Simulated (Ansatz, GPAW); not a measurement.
# WSi2As4 monolayer: work function by functional and basis, part 3 of 3

Wanted: work functions and dipole of WSi2As4 monolayer, with the cost of each level. Where a layer proves gapped, the work function hangs on where the smearing puts the Fermi level, and the band edges take its place.

GPAW 26.7.0 and Ansatz 0.2.0; Ansatz plane waves; layer without images along its normal, relaxation of atoms and in-plane cell (the session's first sound run).

So far, upper work function (eV): step 3 (plane waves, PBE) 4.44; step 4 (revPBE) 4.34; step 5 (RPBE) 4.34; step 6 (GPAW, PAW setups) 4.86.

## (7) Real-space grid: mode = "fd"

Level of this step: GPAW, PAW setups; slab in vacuum (GPAW).

A real-space grid is a second complete basis, so it checks the plane-wave result.

Input file run.py:

```python
import json
import numpy as np
from ase import Atoms
from gpaw import GPAW

slab = Atoms(
    ['As', 'Si', 'As', 'W', 'As', 'Si', 'As'],
    positions=[
        [0.00000, -0.00000, 9.00000],
        [0.00000, 2.08459, 10.12017],
        [0.00000, 2.08459, 12.49226],
        [0.00000, -0.00000, 13.98999],
        [0.00000, 2.08459, 15.48772],
        [0.00000, 2.08459, 17.85981],
        [0.00000, -0.00000, 18.97998]],
    cell=[[3.61062, -0.0, 0.0], [-1.80531, 3.12689, 0.0], [0.0, 0.0, 27.98]],
    pbc=[True, True, False])

slab.calc = GPAW(mode='fd', h=0.18, xc='PBE', kpts={'size': (9, 9, 1), 'gamma': True},
                 occupations={'name': 'fermi-dirac', 'width': 0.05}, nbands='140%',
                 convergence={'density': 1e-05}, maxiter=200,
                 poissonsolver={'dipolelayer': 'xy'},
                 symmetry={'tolerance': 1e-3}, txt='slab.txt')
result = {}
energy = slab.get_potential_energy()
fermi = slab.calc.get_fermi_level()
v = slab.calc.get_electrostatic_potential().mean((0, 1)) - fermi
n = slab.calc.get_pseudo_density().mean((0, 1))
L = slab.cell[2, 2]
z = np.arange(len(v)) * L / len(v)
low, high = slab.positions[:, 2].min(), slab.positions[:, 2].max()
below, above = np.interp([low - 6.8, high + 6.8], z, v)
slopes = [np.interp(x, z, np.gradient(v, z)) for x in (low - 6.8, high + 6.8)]
eps = np.array([[slab.calc.get_eigenvalues(k, s) for k in range(len(slab.calc.get_ibz_k_points()))]
                for s in range(slab.calc.get_number_of_spins())]) - fermi
top, bottom = eps[eps < 0].max(), eps[eps > 0].min()
dipole = slab.get_dipole_moment()[2]
print(f'energy {energy:.4f} eV, Fermi level {fermi:.4f} eV, dipole {dipole:.5f} e A')
print(f'potential 6.8 A off the faces, from the Fermi level: lower {below:.4f} eV, upper {above:.4f} eV')
print(f'slope of the potential there: lower {slopes[0]:.5f}, upper {slopes[1]:.5f} eV/A')
print(f'nearest levels on the mesh: {top:.4f} and {bottom:.4f} eV')
print('magnetic moment', round(slab.get_magnetic_moment(), 3))
result.update(energy=energy, fermi=fermi, dipole=dipole, below=below, above=above, slopes=slopes, edges=[top, bottom],
              z=z.tolist(), v=v.tolist(), n=n.tolist(), positions=slab.positions.tolist(),
              forces=slab.get_forces(apply_constraint=False).tolist(), moments=slab.get_magnetic_moments().tolist())
json.dump(result, open('result.json', 'w'))
```

Run with:

```bash
$ OMP_NUM_THREADS=1 OPENBLAS_NUM_THREADS=1 python run.py
```

Numbers of over 12 decimals in the logs are rounded to 6 here.

What it wrote:

```text
energy -41.2797 eV, Fermi level -4.4430 eV, dipole -0.00043 e A
potential 6.8 A off the faces, from the Fermi level: lower 4.4396 eV, upper 4.4465 eV
slope of the potential there: lower -0.00000, upper 0.00000 eV/A
nearest levels on the mesh: -0.3547 and 0.3642 eV
magnetic moment 0.0
```

Run time: 2.5 min. Hardware: 1 thread of Intel Xeon Platinum 8488C (Sapphire Rapids), shared host; peak memory 0.6 GiB.

Numbers from this step:

```yaml
dipole_along_the_normal: -4.29e-4 e·Å
levels_nearest_the_fermi_level_on_the_mesh: -0.3547, 0.3642 eV from the Fermi level
upper_work_function: 4.446 eV
lower_work_function: 4.440 eV
upper_ionisation_energy: 4.801 eV
```

The electrostatic potential energy of an electron (without an applied field's), less the Fermi level, planar mean oscillates, so the rows of the table below give means over windows of 1 Å about each position, cut where the curve ends. Its maxima inside the range that stand out by 2 % of the span (Å: eV): 9.6: -10.1, 11.3: 1.44, 13.2: -6.60, 14.8: -6.60, 16.7: 1.44, 18.4: -10.1. Its minima: 9.1: -15.2, 10.0: -12.0, 12.5: -13.6, 14.0: -18.3, 15.5: -13.6, 17.9: -12.0, 18.9: -15.2.

Table of electrostatic potential energy of an electron (without an applied field's), less the Fermi level, planar mean by z; means over each step:

| z (Å) | electrostatic potential energy of an electron (without an applied field's), less the Fermi level, planar mean (eV) |
| --- | --- |
| 0 | 4.44 |
| 1 | 4.44 |
| 2 | 4.44 |
| 3 | 4.44 |
| 4 | 4.44 |
| 5 | 4.44 |
| 6 | 4.43 |
| 7 | 4.22 |
| 8 | 0.980 |
| 9 | -12.0 |
| 10 | -10.4 |
| 11 | -0.930 |
| 12 | -5.72 |
| 13 | -9.31 |
| 14 | -15.0 |
| 15 | -9.38 |
| 16 | -5.43 |
| 17 | -1.03 |
| 18 | -10.6 |
| 19 | -11.9 |
| 20 | 1.15 |
| 21 | 4.24 |
| 22 | 4.43 |
| 23 | 4.45 |
| 24 | 4.45 |
| 25 | 4.45 |
| 26 | 4.45 |
| 27 | 4.45 |

The highest filled level lies 0.355 eV under the Fermi level, so the ionisation energy from the upper face is 4.446 + 0.355 = 4.801 eV, against 4.799 eV in the base run.

## (8) Atomic orbitals: mode = "lcao"

Atom-centred orbitals end a few angstrom from the surface, which tests how much the density's tail matters.

Edit run.py of step 7 so:

```diff
@@ -18,4 +18,4 @@
 
-slab.calc = GPAW(mode='fd', h=0.18, xc='PBE', kpts={'size': (9, 9, 1), 'gamma': True},
-                 occupations={'name': 'fermi-dirac', 'width': 0.05}, nbands='140%',
+slab.calc = GPAW(mode='lcao', basis='dzp', h=0.18, xc='PBE', kpts={'size': (9, 9, 1), 'gamma': True},
+                 occupations={'name': 'fermi-dirac', 'width': 0.05}, nbands='120%',
                  convergence={'density': 1e-05}, maxiter=200,
```

What it wrote:

```text
energy -40.2093 eV, Fermi level -4.2181 eV, dipole -0.00043 e A
potential 6.8 A off the faces, from the Fermi level: lower 4.2147 eV, upper 4.2215 eV
slope of the potential there: lower 0.00000, upper 0.00000 eV/A
nearest levels on the mesh: -0.3618 and 0.3789 eV
magnetic moment 0.0
```

It took 2.1 min on 1 thread; peak memory 0.34 GiB.

This step gave:

| Quantity | Value |
| --- | --- |
| levels nearest the Fermi level on the mesh | -0.3618, 0.3789 eV from the Fermi level |
| upper work function | 4.221 eV |
| lower work function | 4.215 eV |
| upper ionisation energy | 4.583 eV |

The electrostatic potential energy of an electron (without an applied field's), less the Fermi level, planar mean oscillates, so the rows of the table below give means over windows of 1 Å about each position, cut where the curve ends. Its maxima inside the range that stand out by 2 % of the span (Å: eV): 9.6: -10.2, 11.3: 1.40, 13.2: -6.70, 14.8: -6.70, 16.7: 1.40, 18.4: -10.2. Its minima: 9.1: -15.3, 10.0: -12.1, 12.5: -13.6, 14.0: -18.4, 15.5: -13.6, 17.9: -12.1, 18.9: -15.3.

Table of electrostatic potential energy of an electron (without an applied field's), less the Fermi level, planar mean by z; means over each step:

z (Å), electrostatic potential energy of an electron (without an applied field's), less the Fermi level, planar mean (eV) and a bar from the least value:
```
        0        4.2 ##############################
        1        4.2 ##############################
        2        4.2 ##############################
        3        4.2 ##############################
        4        4.2 ##############################
        5        4.2 ##############################
        6        4.2 ##############################
        7        4.1 ##############################
        8        0.9 #########################
        9      -12.1 #####
       10      -10.5 #######
       11       -1.0 ######################
       12       -5.7 ###############
       13       -9.4 #########
       14      -15.1 
       15       -9.5 #########
       16       -5.4 ###############
       17       -1.1 ######################
       18      -10.7 #######
       19      -12.0 #####
       20        1.1 #########################
       21        4.1 ##############################
       22        4.2 ##############################
       23        4.2 ##############################
       24        4.2 ##############################
       25        4.2 ##############################
       26        4.2 ##############################
       27        4.2 ##############################
```

The highest filled level lies 0.362 eV under the Fermi level, so the ionisation energy from the upper face is 4.221 + 0.362 = 4.583 eV, against 4.799 eV in the base run.

## (9) Cost and result by level

Times are for 1 thread of Intel Xeon Platinum 8488C (Sapphire Rapids), shared host. The series side by side:

| no. | run | upper ionisation energy (eV) | time | memory (GiB) |
| --- | --- | --- | --- | --- |
| 1 | pw | 4.799 | 47 s | 0.25 |
| 2 | revPBE | 4.694 | 47 s | 0.25 |
| 3 | RPBE | 4.690 | 47 s | 0.25 |
| 4 | vdW DF2 | 5.159 | 78 s | 0.48 |
| 5 | fd | 4.801 | 2.5 min | 0.6 |
| 6 | lcao | 4.583 | 2.1 min | 0.34 |

## (10) A second plane-wave code

A second program with its own datasets checks the number independently.

This step: Ansatz plane waves; slab in vacuum with a dipole correction (Ansatz 0.2.0).

Input file input.yaml:

```yaml
crystal:
  lattice:
    - [3.6106188005, 0.0, 0.0]
    - [-1.8053094002, 3.1268876046, 0.0]
    - [0.0, 0.0, 42.1102298147]
  atoms:
    - { symbol: As, position: [0.0, 0.0, 0.2039306699] }
    - { symbol: Si, position: [0.3333333333, 0.6666666667, 0.2305315151] }
    - { symbol: As, position: [0.3333333333, 0.6666666667, 0.2868621009] }
    - { symbol: W, position: [0.0, 0.0, 0.3224289564] }
    - { symbol: As, position: [0.3333333333, 0.6666666667, 0.357995812] }
    - { symbol: Si, position: [0.3333333333, 0.6666666667, 0.4143263978] }
    - { symbol: As, position: [0.0, 0.0, 0.440927243] }
kpoints:
  mp_grid: { grid: [9, 9, 1] }
hamiltonian:
  xc: pbe
scf:
  occupations: { method: fermi_dirac, width: 0.05 }
efield:
  axis: 3
  dipole_correction: true
  ramp_width: 0.05
output:
  forces: true
  write_potential: true
  write_density: true
  volumetric_format: npy
```

Run with:

```bash
$ ansatz run input.yaml --threads 4 --pin off --max-ram 8192MiB --backend cpu --events-out ev --progress --plain --runs-dir out
```

What it wrote:

```text
[...]
Crystal: 7 atoms, lattice volume = 475.424 Å³
Basis set: ecut = 420 eV, 9153 PW (Γ), exchange–correlation on 50×50×576 points (8 copies of the dense FFT grid, shifted against one another)
Bands: 50, of which v1, the nominal top of the filled ones, is band 41 counted from 1 (40 counted from 0)
Symmetry: 6 space group operations
k-points: 12 of 81 (time reversal used)
[...]
SCF iter   1: F=—  HF=-31081.335627 eV  |F-HF|=—  |Δ(HF+E_count)|=         —  Δρ=3.54e-3  dr2=6.45e-1  ethr=1.77e-3  p=-0.000 e·Å  D=-6.16e-7 V/Å  ΔV_dip=0.00 eV  dr2_dipole=1.16e-8  V_vac-E_F(+/−)=4.97/4.97 eV  ⟨swp⟩=10.1  Hψ=2702  notcnv=0  defer=1
efield: sawtooth ramp at fractional position 0.7974 (placed from the atoms, in the widest stretch of the axis that holds none; the zero of the levels goes with the place), width 0.0500; the density the first Hamiltonian is built on has a dipole p = -0.000 e·Å; the dipole correction subtracts the counter field D = -6.16e-7 V/Å, which shifts the + side's vacuum level by +0.00 eV against the − side's; the planar-averaged density in the ramp window peaks in size at 2.0e-6 e/Å³
[...]
SCF iter   2: F=—  HF=-31081.401790 eV  |F-HF|=—  |Δ(HF+E_count)|=   6.62e-2  Δρ=5.63e-3  dr2=1.41e0  ethr=7.87e-4  p=0.000 e·Å  D=1.93e-5 V/Å  ΔV_dip=-0.00 eV  dr2_dipole=5.86e-8  V_vac-E_F(+/−)=3.64/3.65 eV  ⟨swp⟩=3.8  Hψ=929  notcnv=0  defer=31
[...]
SCF iter  10: F=-31081.278354 eV  HF=-31081.278354 eV  |F-HF|=2.10e-8  |Δ(HF+E_count)|=   1.22e-8  Δρ=1.77e-6  dr2=1.90e-8  ethr=1.22e-10  p=0.000 e·Å  D=6.40e-7 V/Å  ΔV_dip=-0.00 eV  dr2_dipole=8.42e-12  V_vac-E_F(+/−)=4.44/4.44 eV  ⟨swp⟩=20.9  Hψ=4960  notcnv=0
SCF 1 converged in 10 iterations: F = -31081.278354 eV  dr2 = 1.90e-8
[...]
SCF converged after 10 iterations
Free energy (F): -31081.278354 eV
[...]
Internal energy: -31081.278315 eV  (E = F + TS)
E sigma→0 (E₀):  -31081.278334 eV
Entropy (-TS):   -0.000039 eV (-0.006 meV/atom)
Fermi energy:    0.091794 eV
Dipole field:    D = 0.000003 V/Å  (p = 0.000008 e·Å, saw-weighted, corrected)
Work function:   Φ+ = 4.4389 eV   Φ− = 4.4390 eV
Levels:          The Fermi level and band energies are counted from a zero that moves with the ramp; work functions are not
[...]
--- Forces (eV/Å), atoms counted from 1 ---
  atom   1  As    -0.00000000    -0.00000000    -0.00047514
  atom   2  Si    -0.00000000    -0.00000000    -0.00071339
  atom   3  As     0.00000000    -0.00000000     0.00094172
  atom   4  W      0.00000000    -0.00000000    -0.00002480
  atom   5  As     0.00000000    -0.00000000    -0.00094020
  atom   6  Si     0.00000000    -0.00000000     0.00072962
  atom   7  As     0.00000000    -0.00000000     0.00047988
  max |Σ_I F_I| component: 2.30e-6 eV/Å
--- Band table (eV; the first three rows and the last of 12) ---
  k-point 0: bands = [... 37 lower, -0.9502, -0.8669, -0.8669, -0.4525, 2.1526, 2.1903, 2.4502, 2.4502, ... 5 higher]
  k-point 1: bands = [... 37 lower, -1.2716, -1.1908, -1.1587, -0.4796, 1.9602, 1.9948, 2.7184, 2.7606, ... 5 higher]
  k-point 2: bands = [... 37 lower, -1.7949, -1.7036, -1.5345, -0.8209, 1.4167, 1.5545, 2.1051, 2.3739, ... 5 higher]
  k-point 11: bands = [... 37 lower, -3.0235, -2.0961, -1.3282, -0.2614, 0.4540, 0.8325, 1.3771, 1.8934, ... 5 higher]
```

Wall time 8.2 s (4 threads); peak memory 1 GiB.

Reading the cycles: dr2 is the Hartree energy of the density residual (eV), the measure of convergence; HF is the Harris–Foulkes estimate of the energy, which meets the free energy F at convergence.

This step gave:

```yaml
symmetry_operations: 6
upper_work_function: 4.439 eV
lower_work_function: 4.439 eV
dipole_along_the_normal: 8.33e-6 e·Å
dipole_field: 3.17e-6 V/Å
vacuum_level_above: 4.531 eV
vacuum_level_below: 4.531 eV
```

The electrostatic potential energy of an electron (with the applied field's), less the Fermi level, planar mean by z:

z (Å), electrostatic potential energy of an electron (with the applied field's), less the Fermi level, planar mean (eV) and a bar from the least value:
```
        0        4.4 ##############################
        1        4.4 ##############################
        2        4.4 ##############################
        3        4.4 ##############################
        4        4.4 ##############################
        5        4.4 ##############################
        6        4.4 ##############################
        7        3.9 #############################
        8       -2.0 #################
        9       -6.9 ########
       10       -7.7 ######
       11        1.3 ########################
       12       -1.6 ##################
       13       -8.9 ###
       14      -10.6 
       15       -1.9 #################
       16        0.5 ######################
       17       -5.6 ##########
       18       -8.8 ####
       19       -2.6 ################
       20        3.7 ############################
       21        4.4 ##############################
       22        4.4 ##############################
       23        4.4 ##############################
       24        4.4 ##############################
       25        4.4 ##############################
       26        4.4 ##############################
       27        4.4 ##############################
       28        4.4 ##############################
       29        4.4 ##############################
       30        4.4 ##############################
       31        4.4 ##############################
       32        4.4 ##############################
       33        4.4 ##############################
       34        4.4 ##############################
       35        4.4 ##############################
       36        4.4 ##############################
       37        4.4 ##############################
       38        4.4 ##############################
       39        4.4 ##############################
       40        4.4 ##############################
       41        4.4 ##############################
```

The valence density, planar mean oscillates, so the rows of the table below give means over windows of 2 Å about each position, cut where the curve ends. Its maxima inside the range that stand out by 2 % of the span (Å: e/Å³): 8.6: 1.59, 12.1: 1.57, 13.6: 0.964, 15.1: 1.59, 18.6: 1.60. Its minima: 10.8: 0.130, 12.7: 0.481, 14.3: 0.487, 16.4: 0.130.

Table of valence density, planar mean by z; means over each step:

```
z (Å)  valence density, planar mean (e/Å³)
    4                               1.5e-5
    6                              0.00398
    8                                0.593
   10                                0.250
   12                                0.726
   14                                0.824
   16                                0.447
   18                                0.692
   20                               0.0947
   22                               3.7e-4
   24                                    0
```

In a gap the Fermi level hangs on smearing and numerics; here the upper work functions are 4.439 and 4.445 eV; the step between the faces is -1.4e-4 against 0.0068 eV.

## (11) Side by side

Results and costs are gathered.

This step: comparison of work functions, dipole and cost (GPAW 26.7.0).

Ladder, by row:

```
   step    code  work function, upper (eV)  work function, lower (eV)  dipole (e Å)  wall time (s)  peak memory (GiB)  threads
     pw    GPAW                      4.445                      4.438      -5.68e-4          46.59               0.25        1
 revPBE    GPAW                       4.34                      4.333      -5.66e-4          46.94               0.25        1
   RPBE    GPAW                      4.336                      4.329      -5.66e-4          47.39               0.25        1
vdW-DF2    GPAW                      4.861                      4.855      -5.68e-4          78.48               0.48        1
     fd    GPAW                      4.446                       4.44      -4.29e-4          150.8                0.6        1
   lcao    GPAW                      4.221                      4.215      -4.29e-4          125.3               0.34        1
 ansatz  Ansatz                      4.439                      4.439       8.33e-6           8.25              1.023        4
```

## (12) What came out

```yaml
work_function_upper_and_lower_face_fermi_level_placed_in_the_gap_by_the_smearing: 4.445 and 4.438 eV
ionisation_energy_from_the_upper_face_highest_filled_level_on_the_mesh: 4.80 eV
electron_affinity_from_the_upper_face_lowest_empty_kohn_sham_level_on_the_mesh: 4.08 eV
dipole_along_the_normal: -5.7e-4 e Å, near the numerical noise
```

What this shows: With plane waves and PBE the ionisation energy from the upper face is 4.80 eV and the Kohn-Sham electron affinity 4.08 eV. The levels nearest the Fermi level on the mesh lie 0.718 eV apart, so the slab is gapped there: the smearing puts the Fermi level inside the gap, and from either face the ionisation energy is the work function plus 0.35 eV. Both are Kohn-Sham levels on the mesh, and semilocal gaps are too small, so the affinity tends to come out too large and the ionisation energy too small. Work functions of a gapped slab move with the place of the Fermi level in the gap; over the runs without a planted fault the highest filled level on the mesh lies 4.58 (lcao) to 5.16 eV (vdW-DF2) under the upper vacuum level. With elements this heavy, spin-orbit coupling can move band edges by tenths of an eV. The small printed dipole stands for a step of 9.1 meV from the lower to the upper face, and the probes find 6.8 meV; values this small are near the numerical noise of both. The layer's cell and atoms come from the relaxation; spin-orbit coupling and temperature are left out.

[Logs are printed without paths, hosts, clocks, repeated set-up lines and the standing remarks that a program may print on its own settings, such as how far it seeks lower states.]

[Hosts, paths, dates, database ids (printed as entryN), source tags and the programs' standing remarks are cut or masked in the printed files.]
